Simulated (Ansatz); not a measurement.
```json
{"subject": "SnO2 (Cassiterite): spin-orbit coupling beyond the local functionals", "lattice_ang": [[4.738, 0.0, 0.0], [0.0, 4.738, 0.0], [0.0, 0.0, 3.1865]], "atoms": [["Sn", 0.0, 0.0, 0.0], ["Sn", 0.5, 0.5, 0.5], ["O", 0.3071, 0.3071, 0.0], ["O", 0.1929, 0.8071, 0.5], ["O", 0.6929, 0.6929, 0.0], ["O", 0.8071, 0.1929, 0.5]], "method": "DFT, HSE06 with spin-orbit coupling, plane waves, PAW (and 1 further level or step)", "program": "Ansatz 0.2.0", "settings_of_one_run": "cutoff 420 eV, 4×4×4 k-mesh, default PAW", "cost": "2 runs, 87 s in all on 1 × NVIDIA H100 80GB HBM3 (shared by 6 runs) with 3 threads of AMD EPYC 7R13 (Zen 3), shared host (the runs of this entry)", "notes": "The cell and positions come from the Crystallography Open Database and are kept as given unless a step says otherwise. The lattice is static and excitons are left out.", "results": {"hse06": "3.04 eV", "hse06_soc": "3.05 eV"}}
```

[Paths, hosts, dates, memory and timing lines, banners, echoed tables and standing remarks are left out of the program output.]

[Logs are printed without paths, hosts, clocks, repeated set-up lines and the standing remarks that a program may print on its own settings, such as how far it seeks lower states.]

[Runs of the session that timed out or met a known fault of the program may be left out.]

[Cells called generated may have been cut or substituted from an entry of the Crystallography Open Database or the Materials Project.]

[Hosts, paths, dates, database ids (printed as entryN), source tags and the programs' standing remarks are cut or masked in the printed files.]
